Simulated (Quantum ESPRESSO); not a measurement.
# SiC (Moissanite): optical spectrum from first principles

Wanted: where SiC (Moissanite) starts to absorb, how strongly, and its refractive index.

Calculated with Quantum ESPRESSO 7.5; DFT, PBE, plane waves with norm-conserving potentials (PseudoDojo), scalar-relativistic, independent-particle optical response without local fields and without the non-local commutator.

## Step 1: Set-up

It takes space group P6_3mc (No. 186, hexagonal). The conventional cell has a = 3.076 Å, b = 3.076 Å, c = 5.048 Å, α = 90.00°, β = 90.00°, γ = 120.00°. Nearest to Si lie 4 C at 1.87 to 1.94 Å. Nearest to C lie 4 Si at 1.87 to 1.94 Å. Farther neighbours are not listed.

Structure file:

```cif
data_structure
_symmetry_space_group_name_H-M 'P6_3mc'
_symmetry_Int_Tables_number 186
_cell_length_a 3.0760
_cell_length_b 3.0760
_cell_length_c 5.0480
_cell_angle_alpha 90.000
_cell_angle_beta 90.000
_cell_angle_gamma 120.000
_cell_volume 41.36
loop_
_atom_site_label
_atom_site_type_symbol
_atom_site_symmetry_multiplicity
_atom_site_Wyckoff_symbol
_atom_site_fract_x
_atom_site_fract_y
_atom_site_fract_z
_atom_site_occupancy
Si1 Si 2 b 0.66667 0.33333 0.50000 1
C1 C 2 b 0.66667 0.33333 0.88500 1
```

## Step 2: Ground state

The self-consistent density comes first; it also tells whether there is a gap, which decides the occupations and the need for a Drude term.

This step: DFT, PBE, plane waves with norm-conserving potentials (PseudoDojo), scalar-relativistic, ground state (Quantum ESPRESSO 7.5).

File scf.in:

```
&control
  calculation = 'scf'
  prefix = 'x'
  outdir = './tmp'
  pseudo_dir = './'
  verbosity = 'high'
/
&system
  ibrav = 0
  nat = 4
  ntyp = 2
  ecutwfc = 70
  occupations = 'smearing'
  smearing = 'fd'
  degauss = 0.003675
  nbnd = 12
/
&electrons
  conv_thr = 1e-09
  electron_maxstep = 100
/
ATOMIC_SPECIES
  Si 1.0 Si.upf
  C 1.0 C.upf
CELL_PARAMETERS angstrom
  3.075999999976 0.000000000000 0.000000000000
  -1.537999999988 2.663894142020 0.000000000000
  0.000000000000 0.000000000000 5.048000000000
ATOMIC_POSITIONS crystal
  Si 0.666666666667 0.333333333333 0.500000000000
  Si 0.333333333333 0.666666666667 0.000000000000
  C 0.666666666667 0.333333333333 0.885000000000
  C 0.333333333333 0.666666666667 0.385000000000
K_POINTS automatic
  8 8 5 0 0 0
```

Run with:

```console
> mpirun -n 4 pw.x -nk 4 -in scf.in
```

Log:

```text
for quantum simulation of materials; please cite

     using ibrav=0 with symmetry is DISCOURAGED, use correct ibrav instead

     G-vector sticks info
     --------------------
     sticks:   dense  smooth     PW     G-vecs:    dense   smooth      PW
     Sum         649     649    199                22119    22119    3573

     Using Slab Decomposition

     bravais-lattice index     =            0
     lattice parameter (alat)  =       5.8128  a.u.
     unit-cell volume          =     279.1382 (a.u.)^3
     number of atoms/cell      =            4
     number of atomic types    =            2
     number of electrons       =        16.00
     number of Kohn-Sham states=           12
     kinetic-energy cutoff     =      70.0000  Ry
     charge density cutoff     =     280.0000  Ry
     scf convergence threshold =      1.0E-09
     mixing beta               =       0.7000
     number of iterations used =            8  plain     mixing
     Exchange-correlation= PBE
                           (   1   4   3   4   0   0   0)

     celldm(1)=   5.812798  celldm(2)=   0.000000  celldm(3)=   0.000000
     celldm(4)=   0.000000  celldm(5)=   0.000000  celldm(6)=   0.000000

     crystal axes: (cart. coord. in units of alat)
               a(1) = (   1.000000   0.000000   0.000000 )
               a(2) = (  -0.500000   0.866025   0.000000 )
               a(3) = (   0.000000   0.000000   1.641092 )

     reciprocal axes: (cart. coord. in units 2 pi/alat)
               b(1) = (  1.000000  0.577350 -0.000000 )
               b(2) = (  0.000000  1.154701  0.000000 )
               b(3) = (  0.000000 -0.000000  0.609350 )

     ./Si.upf
     Pseudo is Norm-conserving + core correction, Zval =  4.0
     Generated using ONCVPSP code by D. R. Hamann
     Using radial grid of 1510 points,  6 beta functions with:
                l(1) =   0
                l(2) =   0
                l(3) =   1
                l(4) =   1
                l(5) =   2
                l(6) =   2

     ./C.upf
     Pseudo is Norm-conserving + core correction, Zval =  4.0
     Generated using ONCVPSP code by D. R. Hamann
     Using radial grid of 1248 points,  4 beta functions with:
                l(1) =   0
                l(2) =   0
                l(3) =   1
                l(4) =   1

     atomic species   valence    mass     pseudopotential
     Si                4.00     1.00000     Si( 1.00)
     C                 4.00     1.00000     C ( 1.00)

     12 Sym. Ops. (no inversion) found ( 6 have fractional translation)

                                    s                        frac. trans.

     [... symmetry matrices left out ...]
   Cartesian axes

     site n.     atom                  positions (alat units)
         1        Si     tau(   1) = (   0.5000000   0.2886751   0.8205462  )
         2        Si     tau(   2) = (  -0.0000000   0.5773503   0.0000000  )
         3        C      tau(   3) = (   0.5000000   0.2886751   1.4523667  )
         4        C      tau(   4) = (  -0.0000000   0.5773503   0.6318205  )

   Crystallographic axes

     site n.     atom                  positions (cryst. coord.)
         1        Si     tau(   1) = (  0.6666667  0.3333333  0.5000000  )
         2        Si     tau(   2) = (  0.3333333  0.6666667  0.0000000  )
         3        C      tau(   3) = (  0.6666667  0.3333333  0.8850000  )
         4        C      tau(   4) = (  0.3333333  0.6666667  0.3850000  )

     number of k points=    30  Fermi-Dirac smearing, width (Ry)=  0.0037
                       cart. coord. in units 2pi/alat
        k(    1) = (   0.0000000   0.0000000   0.0000000), wk =   0.0062500
        k(    2) = (   0.0000000   0.0000000   0.1218700), wk =   0.0125000
        k(    3) = (   0.0000000   0.0000000   0.2437401), wk =   0.0125000
        k(    4) = (   0.0000000   0.1443376   0.0000000), wk =   0.0375000
        k(    5) = (   0.0000000   0.1443376   0.1218700), wk =   0.0750000
        k(    6) = (   0.0000000   0.1443376   0.2437401), wk =   0.0750000
        k(    7) = (   0.0000000   0.2886751   0.0000000), wk =   0.0375000
        k(    8) = (   0.0000000   0.2886751   0.1218700), wk =   0.0750000
        k(    9) = (   0.0000000   0.2886751   0.2437401), wk =   0.0750000
        k(   10) = (   0.0000000   0.4330127   0.0000000), wk =   0.0375000
        k(   11) = (   0.0000000   0.4330127   0.1218700), wk =   0.0750000
        k(   12) = (   0.0000000   0.4330127   0.2437401), wk =   0.0750000
        k(   13) = (   0.0000000  -0.5773503   0.0000000), wk =   0.0187500
        k(   14) = (   0.0000000  -0.5773503   0.1218700), wk =   0.0375000
        k(   15) = (   0.0000000  -0.5773503   0.2437401), wk =   0.0375000
        k(   16) = (   0.1250000   0.2165064   0.0000000), wk =   0.0375000
[...]
cryst. coord.
[...]
k(   23) = (   0.1250000   0.3750000   0.2000000), wk =   0.1500000
        k(   24) = (   0.1250000   0.3750000   0.4000000), wk =   0.1500000
        k(   25) = (   0.2500000   0.2500000   0.0000000), wk =   0.0375000
        k(   26) = (   0.2500000   0.2500000   0.2000000), wk =   0.0750000
        k(   27) = (   0.2500000   0.2500000   0.4000000), wk =   0.0750000
        k(   28) = (   0.2500000   0.3750000   0.0000000), wk =   0.0375000
        k(   29) = (   0.2500000   0.3750000   0.2000000), wk =   0.0750000
        k(   30) = (   0.2500000   0.3750000   0.4000000), wk =   0.0750000

     Dense  grid:    22119 G-vectors     FFT dimensions: (  32,  32,  54)

     Initial potential from superposition of free atoms

     starting charge      15.9987, renormalised to      16.0000
     Starting wfcs are   16 randomized atomic wfcs

     Self-consistent Calculation

     iteration #  1     ecut=    70.00 Ry     beta= 0.70
     Davidson diagonalization with overlap

            49 MiB given to the printing process from OS
            21 MiB allocation reported by mallinfo(arena+hblkhd)
------------------
     ethr =  1.00E-02,  avg # of iterations =  4.0

     total energy              =     -40.76630866 Ry
     estimated scf accuracy    <       0.86740205 Ry

     iteration #  2     ecut=    70.00 Ry     beta= 0.70
     Davidson diagonalization with overlap

            59 MiB given to the printing process from OS
            29 MiB allocation reported by mallinfo(arena+hblkhd)
------------------
     ethr =  5.42E-03,  avg # of iterations =  2.0

     total energy              =     -41.03290740 Ry
     estimated scf accuracy    <       0.28548477 Ry

     iteration #  3     ecut=    70.00 Ry     beta= 0.70
     Davidson diagonalization with overlap

            60 MiB given to the printing process from OS
            30 MiB allocation reported by mallinfo(arena+hblkhd)
------------------
     ethr =  1.78E-03,  avg # of iterations =  1.9

     total energy              =     -41.07062843 Ry
     estimated scf accuracy    <       0.00620320 Ry

     iteration #  4     ecut=    70.00 Ry     beta= 0.70
     Davidson diagonalization with overlap

            60 MiB given to the printing process from OS
            30 MiB allocation reported by mallinfo(arena+hblkhd)
------------------
     ethr =  3.88E-05,  avg # of iterations =  7.7

     total energy              =     -41.07438237 Ry
     estimated scf accuracy    <       0.00553949 Ry

     iteration #  5     ecut=    70.00 Ry     beta= 0.70
     Davidson diagonalization with overlap

            61 MiB given to the printing process from OS
            31 MiB allocation reported by mallinfo(arena+hblkhd)
------------------
     ethr =  3.46E-05,  avg # of iterations =  2.0

     total energy              =     -41.07518476 Ry
     estimated scf accuracy    <       0.00007097 Ry

     iteration #  6     ecut=    70.00 Ry     beta= 0.70
     Davidson diagonalization with overlap

            62 MiB given to the printing process from OS
            32 MiB allocation reported by mallinfo(arena+hblkhd)
------------------
     c_bands:  1 eigenvalues not converged
     ethr =  4.44E-07,  avg # of iterations =  7.0

     total energy              =     -41.07526763 Ry
     estimated scf accuracy    <       0.00007089 Ry

     iteration #  7     ecut=    70.00 Ry     beta= 0.70
     Davidson diagonalization with overlap

            62 MiB given to the printing process from OS
            32 MiB allocation reported by mallinfo(arena+hblkhd)
------------------
     ethr =  4.43E-07,  avg # of iterations =  2.6

     total energy              =     -41.07527936 Ry
     estimated scf accuracy    <       0.00000041 Ry

     iteration #  8     ecut=    70.00 Ry     beta= 0.70
     Davidson diagonalization with overlap

            63 MiB given to the printing process from OS
            33 MiB allocation reported by mallinfo(arena+hblkhd)
------------------
     ethr =  2.55E-09,  avg # of iterations =  5.3

     total energy              =     -41.07528008 Ry
     estimated scf accuracy    <       0.00000097 Ry

     iteration #  9     ecut=    70.00 Ry     beta= 0.70
     Davidson diagonalization with overlap

            64 MiB given to the printing process from OS
            34 MiB allocation reported by mallinfo(arena+hblkhd)
------------------
     ethr =  2.55E-09,  avg # of iterations =  2.0

     total energy              =     -41.07528022 Ry
     estimated scf accuracy    <       0.00000002 Ry

     iteration # 10     ecut=    70.00 Ry     beta= 0.70
     Davidson diagonalization with overlap

            64 MiB given to the printing process from OS
            34 MiB allocation reported by mallinfo(arena+hblkhd)
------------------
     ethr =  9.49E-11,  avg # of iterations =  4.5

     total energy              =     -41.07528023 Ry
     estimated scf accuracy    <       0.00000003 Ry

     iteration # 11     ecut=    70.00 Ry     beta= 0.70
     Davidson diagonalization with overlap

            64 MiB given to the printing process from OS
            34 MiB allocation reported by mallinfo(arena+hblkhd)
------------------
     ethr =  9.49E-11,  avg # of iterations =  1.0

     total energy              =     -41.07528023 Ry
     estimated scf accuracy    <          6.8E-09 Ry

     iteration # 12     ecut=    70.00 Ry     beta= 0.70
     Davidson diagonalization with overlap

            64 MiB given to the printing process from OS
            34 MiB allocation reported by mallinfo(arena+hblkhd)
------------------
     ethr =  4.25E-11,  avg # of iterations =  2.0

     End of self-consistent calculation

          k = 0.0000 0.0000 0.0000 (  2779 PWs)   bands (ev):

    -5.9319  -2.4301   1.0985   8.2412   8.2412   9.5229   9.5229   9.7981
    14.4191  15.8168  16.3098  16.3098

     occupation numbers
     1.0000   1.0000   1.0000   1.0000   1.0000   1.0000   1.0000   1.0000
     0.0000   0.0000   0.0000   0.0000

          k = 0.0000 0.0000 0.1219 (  2755 PWs)   bands (ev):

    -5.7375  -3.1268   2.1173   8.3477   8.3477   8.7239   9.3821   9.3821
    14.5993  16.3796  16.3796  16.6207

     occupation numbers
     1.0000   1.0000   1.0000   1.0000   1.0000   1.0000   1.0000   1.0000
     0.0000   0.0000   0.0000   0.0000

          k = 0.0000 0.0000 0.2437 (  2798 PWs)   bands (ev):

    -5.1637  -4.2484   4.1749   6.5275   8.6399   8.6399   9.0335   9.0335
    15.1266  15.9449  16.6952  16.6953

     occupation numbers
     1.0000   1.0000   1.0000   1.0000   1.0000   1.0000   1.0000   1.0000
     0.0000   0.0000   0.0000   0.0000

          k = 0.0000 0.1443 0.0000 (  2773 PWs)   bands (ev):

    -5.6612  -2.1987   1.3491   6.8738   7.8140   8.5711   9.3571   9.6004
    14.8372  16.0223  16.4495  16.8800

     occupation numbers
     1.0000   1.0000   1.0000   1.0000   1.0000   1.0000   1.0000   1.0000
     0.0000   0.0000   0.0000   0.0000

     [... further k points left out ...]

     the Fermi energy is    11.3787 ev

!    total energy              =     -41.07528023 Ry
     estimated scf accuracy    <          6.3E-11 Ry
     smearing contrib. (-TS)   =      -0.00000000 Ry
     internal energy E=F+TS    =     -41.07528023 Ry

     The total energy is F=E-TS. E is the sum of the following terms:
     one-electron contribution =      11.09195120 Ry
     hartree contribution      =       4.74709652 Ry
     xc contribution           =     -15.12513874 Ry
     ewald contribution        =     -41.78918921 Ry

     convergence has been achieved in  12 iterations

     XML data file, charge density, pseudopotentials, collected wavefunctions

                                        0.00s GPU  (     486 calls)

=------------------------------------------------------------------------------=
   JOB DONE.
=------------------------------------------------------------------------------=
```

Run time: 10 s. Hardware: 4 MPI ranks of Arm Neoverse N1, shared host; peak memory 0.06 GiB.

Numbers from this step:

```
total energy           : -41.08 Ry
gap on the k-mesh      : 2.588 eV
direct gap on the mesh : 4.085 eV
```

There is a gap, 2.59 eV on this mesh (points off the mesh can give less), so no carriers' term is needed.

(Continued in part 2 of 3.)

[Machine, clock, banner and «Message from routine» lines are left out of the logs.]

[Logs are printed without paths, hosts, clocks, repeated set-up lines and the standing remarks that a program may print on its own settings, such as how far it seeks lower states.]

[Hosts, paths, dates, database ids (printed as entryN), source tags and the programs' standing remarks are cut or masked in the printed files.]
